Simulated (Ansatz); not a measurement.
# ZrGe (model cell, started as rocksalt type): phonons and vibrational spectra, part 2 of 3

Wanted: vibrations and spectra of ZrGe (model cell, started as rocksalt type); the cell is already relaxed. After the zone centre comes a 4×4×4 q mesh on a 16×16×16 k mesh.

Ansatz 0.2.0; DFT PBE, scalar-relativistic, plane waves, PAW.

So far. Step 2 (Modes at Γ): Before it was imposed, the acoustic sum rule was missed by 1.5e-5 eV/Å². Small misses are needed for a sound result but don't prove that mesh and cutoff are converged. The lowest optical mode is real, 241 cm⁻¹.

The structure was built from a prototype and need not be the compound's stable phase.

## (3) Phonons on a q mesh

Stability and thermal properties need the whole zone. Linear response on a 4×4×4 q mesh gives force constants as far as a supercell of that size would.

The input, input.yaml:

```yaml
crystal:
  lattice:
    - [0.0, 2.7391407419, 2.7391407419]
    - [2.7391407419, 0.0, 2.7391407419]
    - [2.7391407419, 2.7391407419, 0.0]
  atoms:
    - { symbol: Zr, position: [0.0, 0.0, 0.0] }
    - { symbol: Ge, position: [0.5, 0.5, 0.5] }
kpoints:
  mp_grid: { grid: [16, 16, 16] }
hamiltonian:
  xc: pbe
scf:
  occupations: { method: methfessel_paxton, width: 0.2 }
output:
  eigenvalues: true
phonons:
  method: dfpt
  qmesh: [4, 4, 4]
  temperatures: { t_max: 1000, t_step: 50 }
  qpath:
    path:
      - [[0.0, 0.0, 0.0], [0.5, 0.0, 0.5], [0.625, 0.25, 0.625]]
      - [[0.375, 0.375, 0.75], [0.0, 0.0, 0.0], [0.5, 0.5, 0.5], [0.5, 0.25, 0.75], [0.5, 0.0, 0.5]]
    npoints: 10
```

On the command line:

```
$ ansatz run input.yaml --threads 4 --pin off --max-ram 7168MiB --backend cpu --events-out ev --progress --plain --runs-dir out
```

Numbers of over 12 decimals in the logs are rounded to 6 here.

What it wrote:

```text
[...]
Crystal: 2 atoms, lattice volume = 41.103 Å³
Basis set: ecut = 420 eV, 821 PW (Γ), exchange–correlation on 54×54×54 points (8 copies of the dense FFT grid, shifted against one another)
Bands: 17, of which v1, the nominal top of the filled ones, is band 13 counted from 1 (12 counted from 0)
Symmetry: 48 space group operations
k-points: 145 of 4096
[...]
SCF iter   1: F=—  HF=-8480.326302 eV  |F-HF|=—  |Δ(HF+E_count)|=         —  Δρ=3.51e-3  dr2=4.41e-3  ethr=1.77e-3  ⟨swp⟩=4.9  Hψ=10308  notcnv=0
[...]
SCF iter   9: F=-8480.325302 eV  HF=-8480.325302 eV  |F-HF|=1.82e-12  |Δ(HF+E_count)|=  2.00e-11  S|Δr|=    0.00e0  Δρ=5.60e-8  dr2=6.66e-13  ethr=1.00e-12  ⟨swp⟩=5.0  Hψ=9266  notcnv=0
SCF 1 converged in 9 iterations: F = -8480.325302 eV  dr2 = 6.66e-13
[...]
iter 1 solved again at ethr=2.04e-8 eV; its pass at ethr=3.10e-3 eV (dr2=5.30e-6 eV) is discarded
SCF iter   1: F=—  HF=-8480.325301 eV  |F-HF|=—  |Δ(HF+E_count)|=         —  Δρ=1.21e-7  dr2=2.59e-12  ethr=2.04e-8  ⟨swp⟩=3.0  Hψ=18495  notcnv=0
eigensolver tolerance schedule: the retry pair's looser diagonalisation over-reported the residual by 2048994.39 of it (diagonalisation noise at an unbounded share of the residual, at the tolerance the schedule requests for it); recorded, not acted on — ethr = c·dr2/N_el stays at c = 1.0e-1
[...]
SCF iter   2: F=—  HF=-8480.325302 eV  |F-HF|=—  |Δ(HF+E_count)|=   4.46e-7  S|Δr|=    0.00e0  Δρ=6.97e-8  dr2=8.76e-13  ethr=1.00e-12  ⟨swp⟩=5.6  Hψ=9100  notcnv=0
SCF iter   3: F=-8480.325302 eV  HF=-8480.325302 eV  |F-HF|=1.82e-12  |Δ(HF+E_count)|=  1.82e-12  S|Δr|=    0.00e0  Δρ=4.92e-8  dr2=4.24e-13  ethr=1.00e-12  ⟨swp⟩=1.0  Hψ=5515  notcnv=0
SCF 2 converged in 3 iterations: F = -8480.325302 eV  dr2 = 4.24e-13
phonons: the bands overlap, so this run is a metal and interpolates without the dipole-dipole term. If the crystal is really an insulator or semiconductor, its LO-TO splitting is missing
NSCF: frozen V_eff on 145 k-points
[...]
DFPT response loops at q = (0, 0, 0) (fractional): preconditioner auto → Kerker (q_TF=auto, 2.528 Å⁻¹) (partly filled bands, converged f_vac=0.000); β = 1.00, the filter's whole step (`scf.mixing.beta` (0.50) is not read by the response loops under this deck's `scf.mixing.preconditioner`; to damp them name `kerker` or `kerker_dos`, under which they read `scf.mixing.beta`, and type it under 1.00, their step now; both keys bind the ground state too); Broyden in place of MSR1
[...]
phonons.qmesh, q = [0.0000, 0.2500, -0.5000]: its response loops start from zero, take more passes and end by a threshold: the memory limit or budget leaves too little room for the subspace of the ground state's own states beside the solves, or none could be made (phonons.method)
[...]
SCF converged after 9 iterations
[...]
Free energy (F): -8480.325302 eV
[...]
Internal energy: -8480.326046 eV  (E = F + TS)
E sigma→0 (E₀):  -8480.325488 eV
Entropy (-TS):   0.000744 eV (0.372 meV/atom)
Fermi energy:    12.772862 eV
[...]
--- Band table (eV; the first three rows and the last of 145) ---
  k-point 0: bands = [... 9 lower, 2.5461, 12.9419, 12.9419, 12.9419, 13.6962, 13.6962, 15.0714, 15.0714]
  k-point 1: bands = [... 9 lower, 2.6088, 12.7281, 12.9131, 12.9131, 13.4195, 13.4195, 14.9854, 15.5122]
  k-point 2: bands = [... 9 lower, 2.7942, 12.1437, 12.5470, 12.5470, 13.3358, 13.3358, 14.8450, 16.3615]
  k-point 144: bands = [... 9 lower, 4.7245, 10.1997, 10.1997, 10.5078, 15.0663, 15.0663, 15.7520, 15.8116]
--- Phonons (Γ-DFPT): 2 representative perturbations + reference (Σ response iterations 6) ---
  ASR residual: 1.420e-5 → 0.000e0 eV/Å²; symmetrization residual: 1.172e-5 eV/Å²
  ASR residual per site (eV/Å²): 1.42e-5 5.22e-6
  Γ frequencies (cm⁻¹): 0.00 0.00 0.00 241.21 241.21 241.21
--- Phonons (arbitrary-q DFPT): 8 irreducible q on the 4×4×4 mesh ---
  q = [0.0000, 0.0000, 0.0000] (star 1, of the zone-centre solve; hermiticity 2.71e-6, symmetrization 1.07e-12): -0.00 -0.00 -0.00 241.21 241.21 241.21
  q = [0.0000, 0.0000, 0.2500] (star 8, 2 solved perturbations on 2176 of 4096 k-point pairs; hermiticity 2.87e-7, symmetrization 8.02e-13): 93.03 93.03 122.05 223.44 223.44 237.75
[...]
q = [0.0000, 0.2500, 0.2500] (star 6, 4 solved perturbations in 3616 linear systems a pass and spin channel, the states on 1160 of 4096 k-point pairs; hermiticity 1.01e-6, symmetrization 4.60e-13): 63.21 63.21 161.66 200.86 232.21 232.21
[...]
sum rule: each row above includes the acoustic sum rule's correction from the zone centre's row sums; it moved no ω² by more than (0.21 cm⁻¹)²
  mesh force constants: q→R imaginary residual 4.94e-18; ASR residual 1.420e-5 → 0.000e0 eV/Å²; symmetrization residual 1.243e-14 eV/Å²
  interpolated dispersion: 62 rows × 6 modes
  density of states and harmonic sums: on the 20×20×20 q-mesh, interpolated from the force constants of a 4×4×4 supercell (no non-analytic term)
  largest difference from the sums on the solved wave vectors: F 1.24e-2 eV, S 1.64e-5 and C_V 4.01e-6 eV/K
  zero-point energy: 0.064604 eV/cell   skipped modes (ω ≤ 0): 3   left out of the sums: 6.25e-5 of the cell's modes: C_V's classical limit lies that fraction below 3 k_B per atom; for a crystal, a wire or a layer, F and S can be off by more, and a phonons.interpolated_qmesh denser along its periods is the remedy for the sampling
```

Wall time 12 min (4 threads of Arm Neoverse V2, shared host); peak memory 5.2 GiB; 47 min of CPU time.

Numbers from this step:

```yaml
sum_rule_residual_before_enforcement: 1.42e-5 eV/Å²
lowest_frequency_on_the_path: 0 cm⁻¹
highest_frequency_on_the_path_or_at_a_solved_wavevector: 241.2 cm⁻¹
mean_frequency: 173.7 cm⁻¹
debye_temperature_second_moment: 338 K
logarithmic_mean_frequency: 163.1 cm⁻¹
lowest_mode_on_the_q_mesh_acoustic_modes_at_gamma_apart: 63.21 cm⁻¹
zero_point_energy_per_atom: 32.3 meV
heat_capacity_at_300_k: 23.43 J/(mol atoms K)
vibrational_entropy_at_300_k: 31.84 J/(mol atoms K)
```

Frequencies (cm⁻¹) solved at each irreducible wavevector; negative means imaginary. Frequencies by wavevector, by row:

```
q in reciprocal lattice units  star  mode 1  mode 2  mode 3  mode 4  mode 5  mode 6
                        0 0 0     1       0       0       0   241.2   241.2   241.2
                     0 0 0.25     8      93      93     122   223.4   223.4   237.8
                     0 0 -0.5     4   157.1   157.1   190.1   190.1   209.4   213.4
                  0 0.25 0.25     6    63.2    63.2   161.7   200.9   232.2   232.2
                  0 0.25 -0.5    24   127.3   131.8   146.2   213.1   219.8     234
                 0 0.25 -0.25    12    82.6   153.5   189.6   196.9   208.2   235.9
                  0 -0.5 -0.5     3    96.3    96.3      99   227.2   227.2   230.5
              0.25 -0.5 -0.25     6   102.3   102.3   178.8   202.1   231.9   231.9
```

Interpolated from a 4×4×4 q mesh. The phonon branches at the labelled points (cm⁻¹):

```
    point  branch 1  branch 2  branch 3  branch 4  branch 5  branch 6
        Γ         0         0         0       241       241       241
  halfway        63        63       162       201       232       232
        X        96        96        99       227       227       230
  halfway       102       108       110       223       230       231
        U       104       134       141       210       233       233
jump to K       104       134       141       210       233       233
  halfway        65       124       154       212       222       235
        Γ         0         0         0       241       241       241
  halfway        93        93       122       223       223       238
        L       157       157       190       190       209       213
  halfway       132       140       178       196       226       227
        W       102       102       179       202       232       232
  halfway        98       103       135       221       230       232
        X        96        96        99       227       227       230
```

The phonon branches as a text plot (rows in cm⁻¹):

```
    236 |*******       ************************          ******
    226 |   *   ********   *    ****       **  **    ****   *****
    216 |    **   **    **  *  ***           *   ****       **
    206 |        *        *  ***              ** **      ***
    196 |      **          ****                 *  ******
    186 |                                      * ***
    176 |       *           *  *                    ********
    166 |      *           **                 *
    156 |        *         * ** *               *****       *
    146 |                 *    *             *      **       *
    136 |    **          **                    *     **
    126 |         **    **      **          * *        *      *
    116 |               *                               *
    106 |   *       *  *****     *           *           *******
     95 |         *****     *     **       **               *****
     85 |        *           **
     75 |  *    *              *  **      **
     65 |      *                *   *
     55 |    **                  *  *    **
     45 |   *                     **
     35 | *                         **   *
     25 |  *                         *  *
     15 | *                          *  *
      5 |*                            **
         Γ           X  U|K            Γ         L        W     X
```

Tetrahedra on a 20×20×20 mesh, mean over bins of 2 cm-1. Interpolated from a 4×4×4 q mesh. Table of phonon density of states by wavenumber; read off at these points:

```
wavenumber (cm⁻¹)  phonon density of states (1/cm⁻¹/cell)
              5.0                                  1.0e-5
             10.0                                  6.0e-5
             15.0                                  1.3e-4
             20.0                                  4.8e-4
             25.0                                  6.6e-4
             30.0                                 0.00117
             35.0                                 0.00163
             40.0                                 0.00228
             45.0                                 0.00307
             50.0                                 0.00395
             55.0                                 0.00494
             60.0                                 0.00617
             65.0                                 0.00738
             70.0                                 0.00871
             75.0                                  0.0103
             80.0                                  0.0122
             85.0                                  0.0144
             90.0                                  0.0178
             95.0                                  0.0236
            100.0                                  0.0342
            105.0                                  0.0426
            110.0                                  0.0311
            115.0                                  0.0278
            120.0                                  0.0266
            125.0                                  0.0258
            130.0                                  0.0256
            135.0                                  0.0257
            140.0                                  0.0261
            145.0                                  0.0267
            150.0                                  0.0279
            155.0                                  0.0303
            160.0                                  0.0215
            165.0                                  0.0176
            170.0                                  0.0252
            175.0                                  0.0333
            177.0                                  0.0363
            180.0                                  0.0184
            185.0                                  0.0114
            190.0                                 0.00596
            195.0                                  0.0232
            199.0                                  0.0560
            200.0                                  0.0548
            205.0                                  0.0420
            210.0                                  0.0457
            215.0                                  0.0483
            220.0                                  0.0543
            225.0                                  0.0657
            230.0                                   0.122
            233.0                                   0.181
            235.0                                   0.149
            240.0                                 0.00902
```

Phonopy on the run's constants, 17x17x17 mesh, Gaussian sigma 2.0 cm-1. Interpolated from a 4×4×4 q mesh. Partial phonon density of states against wavenumber; read off at these points; values in 1/cm⁻¹/cell:

```
wavenumber (cm⁻¹)       Ge       Zr
             -5.0        0        0
              0.0   4.9e-5   6.9e-5
              5.0   1.2e-6   1.2e-6
             10.0        0        0
             15.0   1.0e-4   1.3e-4
             20.0   2.2e-4   2.8e-4
             25.0   3.8e-4   4.8e-4
             30.0   3.6e-4   4.6e-4
             35.0  0.00108  0.00141
             40.0   7.0e-4   9.1e-4
             45.0  0.00153  0.00204
             50.0  0.00170  0.00230
             55.0  0.00179  0.00242
             60.0  0.00318  0.00436
             65.0  0.00287  0.00396
             70.0  0.00343  0.00476
             75.0  0.00478  0.00671
             80.0  0.00439  0.00618
             85.0  0.00662  0.00935
             90.0  0.00745   0.0106
             95.0   0.0103   0.0147
            100.0   0.0136   0.0192
            103.1   0.0174   0.0248
            105.0   0.0170   0.0241
            110.0   0.0114   0.0169
            115.0   0.0118   0.0180
            120.0  0.00876   0.0141
            125.0   0.0109   0.0177
            130.0  0.00862   0.0154
            135.0  0.00948   0.0181
            140.0  0.00746   0.0155
            145.0  0.00907   0.0210
            150.0  0.00635   0.0184
            155.0  0.00697   0.0231
            157.1  0.00676   0.0249
            160.0  0.00537   0.0183
            165.0  0.00469   0.0115
            170.0  0.00710   0.0187
            175.0  0.00575   0.0229
            180.0  0.00650   0.0160
            185.0  0.00392  0.00763
            190.0  0.00788  0.00355
            195.0   0.0245  0.00342
            200.0   0.0384  0.00806
            205.0   0.0321   0.0109
            210.0   0.0326   0.0135
            215.0   0.0292   0.0149
            220.0   0.0358   0.0212
            225.0   0.0403   0.0268
            230.0   0.0722   0.0512
            233.1   0.0898   0.0642
            235.0   0.0718   0.0516
            240.0  0.00871  0.00648
            245.0   1.1e-4   8.5e-5
            250.0        0        0
```

(Part 2 of 3 ends here.)

[Logs are printed without paths, hosts, clocks, repeated set-up lines and the standing remarks that a program may print on its own settings, such as how far it seeks lower states.]

[Hosts, paths, dates, database ids (printed as entryN), source tags and the programs' standing remarks are cut or masked in the printed files.]
